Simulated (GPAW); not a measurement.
# Quasiparticle gap of SnO (Romarchite) in GPAW, part 2 of 2

Aim: the G0W0 gap of SnO (Romarchite) on LDA, step by step.

GPAW 26.7.0; LDA and many-body steps on it, plane waves. Known limits of the many-body steps: not at the basis limit; no spin-orbit coupling; coarse k mesh.

So far. Step 3 (Bands along the symmetry lines): The gap is 0.128 eV, −0.019 eV from the run before at this level. Step 4 (Empty states on the mesh, 4×4×4 mesh, 231 bands): On this mesh the gap is 0.147 eV.

**5. Screening and self-energy, 4×4×4 mesh, 221 bands, screening to 125 eV**

Now the one-shot GW correction: screening in the RPA, then the self-energy of the levels asked for.

This step: G0W0 on LDA, plane waves, PAW.

Input file run.py:

```python
import json
import numpy as np
from gpaw.mpi import world
from gpaw.response.g0w0 import G0W0

gw = G0W0('full.gpw',
    filename='gw',
    kpts=[0, 15],
    bands=(18, 22),
    ecut=125,
    nbands=221,
    integrate_gamma='WS',
    ppa=True)
gw.calculate()
res = {mode: {k: v for k, v in r.items() if k != 'sigma_eskwn'}
       for mode, r in gw.all_results.items()}

if world.rank == 0:
    with open('result.json', 'w') as f:
        json.dump(res, f, default=lambda x: x.tolist())
```

Run with:

```console
> mpirun -n 4 gpaw python run.py
```

Numbers of over 12 decimals in the logs are rounded to 6 here.

What it wrote:

```text
Using integrator: PointIntegrator
FrequencyGridDescriptor(from 0.000+0.000j to 0.000+27.211j eV, 2 points)
Nonperiodic BCs:  [False False False]
Using integrator: PointIntegrator
FrequencyGridDescriptor(from 0.000+0.000j to 0.000+27.211j eV, 2 points)
Nonperiodic BCs:  [False False False]
  ___  _ _ _
 |   || | | |
 | | || | | |
 |__ ||_____|
 |___|

BZ k-points: Symmetries present (total): 8

  [... matrices ...]
64 k-points: 4 x 4 x 4 Monkhorst-Pack grid + [1/8,1/8,1/8]
18 k-points in the irreducible part of the Brillouin zone
       k-points in crystal coordinates                weights
   0:     0.00000000    0.00000000    0.00000000          1/64
   1:     0.00000000    0.00000000    0.25000000          2/64
   2:     0.00000000    0.00000000    0.50000000          1/64
   3:     0.25000000    0.00000000    0.00000000          4/64
   4:     0.25000000    0.00000000    0.25000000          8/64
   5:     0.25000000    0.00000000    0.50000000          4/64
   6:     0.25000000    0.25000000    0.00000000          4/64
   7:     0.25000000    0.25000000    0.25000000          8/64
   8:     0.25000000    0.25000000    0.50000000          4/64
   9:     0.50000000    0.00000000    0.00000000          2/64
          ...
  17:     0.50000000    0.50000000    0.50000000          1/64

Distributing spins, k-points and bands (1 x 2 x 4) over 4 processes
Number of blocks: 1

Quasi particle states:
k-points (IBZ indices): [0, 15]
Band range: (18, 22)
  [... matrices ...]
Computational parameters:
Plane wave cut-off: 125 eV
Number of bands: 221
Coulomb cutoff: None
Broadening: 0.1 eV

fxc modes: GW
Kernel: RPA
Using Godby-Needs plasmon-pole approximation:
  Fitting energy: i*E0, E0 = 1.000 Hartree
Summing all q:

Calculating screened Coulomb potential
No Coulomb truncation
FrequencyGridDescriptor(from 0.000+0.000j to 0.000+27.211j eV, 2 points)
Removing empty qpoint cache files...

Calculating chi0 body with:
    Ground state adapter containing:
    Number of spins: 1
    Number of kpoints: 64
    Number of irreducible kpoints: 18
    Number of completely occupied states: 20
    Number of partially occupied states: 20
    Occupied states memory: 4.921875 M / cpu

    Linear response parametrization:
    q_c: [0.0, 0.0, 0.0]
    Number of frequency points: 2
    Planewave cutoff: 125.0
    Number of bands: 221
    Number of planewaves: 229
    Broadening (eta): 1e-06
    comm.size: 4
    kncomm.size: 4
    blockcomm.size: 1

    Memory estimate of potentially large arrays:
        chi0_wGG: 1.600372 M / cpu
Integrating chi0 body.

Symmetries of q_c:
    Direct symmetries (Uq -> q): 8
    Indirect symmetries (TUq -> q): 8
In total 16 allowed symmetries.

  [... matrices ...]
18 groups of equivalent kpoints. 71.875% reduction.

Integral kind: response function
Integrating chi0 head and wings.

Symmetries of q_c:
    Direct symmetries (Uq -> q): 8
    Indirect symmetries (TUq -> q): 8
In total 16 allowed symmetries.

  [... matrices ...]
18 groups of equivalent kpoints. 71.875% reduction.

Integral kind: response function wings

Calculating chi0 body with:
    Ground state adapter containing:
    Number of spins: 1
    Number of kpoints: 64
    Number of irreducible kpoints: 18
    Number of completely occupied states: 20
    Number of partially occupied states: 20
    Occupied states memory: 4.921875 M / cpu

    Linear response parametrization:
[... the further q-points ...]

Results:
f:      Occupation numbers
eps:     KS-eigenvalues [eV]
vxc:     KS vxc [eV]
exx:     Exact exchange [eV]
sigma:   Self-energies [eV]
dsigma:  Self-energy derivatives
Z:       Renormalization factors
qp:      QP-energies [eV]

k-point 0 (0): (0.000, 0.000, 0.000)                GW
band       f     eps     vxc     exx   sigma  dsigma       Z      qp
                                                                   GW
  18   1.000   3.244 -20.965 -25.856   4.809  -0.364   0.733   3.184
  19   1.000   6.426 -18.344 -18.796   0.830  -0.271   0.787   6.723
  20   0.000   8.505 -15.388 -10.511  -3.830  -0.234   0.811   9.353
  21   0.000  10.643 -13.523  -8.378  -4.246  -0.237   0.808  11.369

k-point 1 (15): (0.500, 0.500, 0.000)                GW
band       f     eps     vxc     exx   sigma  dsigma       Z      qp
                                                                   GW
  18   1.000   4.583 -15.619 -17.511   1.583  -0.267   0.789   4.340
  19   1.000   4.583 -15.619 -17.511   1.583  -0.267   0.789   4.340
  20   0.000   6.573 -11.698  -8.008  -3.229  -0.226   0.816   6.949
  21   0.000   6.573 -11.698  -8.008  -3.229  -0.226   0.816   6.949
```

Elapsed: 3.2 min, on 4 MPI ranks of Intel Xeon Platinum 8488C (Sapphire Rapids), shared host; peak memory 1.6 GiB.

This step gave:

* G0W0 gap on the points computed: 0.2255 eV
* least direct G0W0 gap on the computed points: 2.609 eV
* Z at the valence top: 0.7869
* Z at the conduction bottom: 0.8157
* starting gap on the mesh: 0.1472 eV
* k of the valence top: 0, 0, 0
* k of the conduction bottom: 0.5, 0.5, 0

The gap on the mesh goes from 0.15 eV to 0.23 eV, a correction of +0.08 eV.

Limits: finite bands, cutoff and mesh; no spin-orbit coupling; coarse k mesh. v1 is the top filled band, c1 the lowest empty one. The levels before and after the correction (eV, zero at the valence-band top of each column):

```
           conduction bottom  valence top
Kohn-Sham               0.15         0.00
     G0W0               0.23         0.00
```

```
                       level  energy (eV)
Kohn-Sham               Γ v2       -3.182
Kohn-Sham               Γ v1        0.000
Kohn-Sham               Γ c1        2.079
Kohn-Sham               Γ c2        4.217
Kohn-Sham  (0.5 0.5 0) v2-v1       -1.843
Kohn-Sham  (0.5 0.5 0) c1-c2        0.147
     G0W0               Γ v2       -3.539
     G0W0               Γ v1        0.000
     G0W0               Γ c1        2.630
     G0W0               Γ c2        4.646
     G0W0  (0.5 0.5 0) v2-v1       -2.384
     G0W0  (0.5 0.5 0) c1-c2        0.226
```

**6. Where the time went**

Times are wall times on 4 MPI ranks of Intel Xeon Platinum 8488C (Sapphire Rapids), shared host, good to a factor of about two.

```
                          step     time  share  memory (GiB)
                  ground state     18 s    7 %          0.77
bands along the symmetry lines     21 s    8 %          0.89
      empty states on the mesh     46 s   17 %           2.5
     screening and self-energy  3.2 min   69 %           1.6
```

**7. Summary of results**

| Item | Value |
| --- | --- |
| LDA gap | 0.13 eV, indirect |
| G0W0 gap on the mesh | 0.23 eV |
| GW settings | 4×4×4 mesh, 221 bands, screening to 125 eV, Godby-Needs plasmon pole |
| known limits | not at the basis limit; no spin-orbit coupling; coarse k mesh |

In words: G0W0 moves the gap on the mesh from 0.15 eV to 0.23 eV (+0.08 eV), with Z of 0.79 and 0.82 at the edges. Only 2 of the mesh's irreducible points were corrected, so a valley elsewhere could overtake. The dearest step here is «screening and self-energy». Bands and cutoff are finite, so the gap is not at the basis limit. The miss can reach some tenths of an eV and take either sign; the mesh is an error of its own. These stock PAW sets were not made for GW. In the G0W0 run levels were corrected at 2 k points alone, so a gap called «on the mesh» is the least over those, and an edge elsewhere would be missed. The 4×4×4 mesh is coarse for this cell, which bears on the long-range parts of exchange and screening. The many-body steps are scalar-relativistic: spin-orbit coupling is not in them.

[Paths, hosts, dates, memory and timing lines, banners, echoed tables and standing remarks are left out of the program output.]

[Logs are printed without paths, hosts, clocks, repeated set-up lines and the standing remarks that a program may print on its own settings, such as how far it seeks lower states.]

[Runs of the session that timed out or met a known fault of the program may be left out.]

[Hosts, paths, dates, database ids (printed as entryN), source tags and the programs' standing remarks are cut or masked in the printed files.]
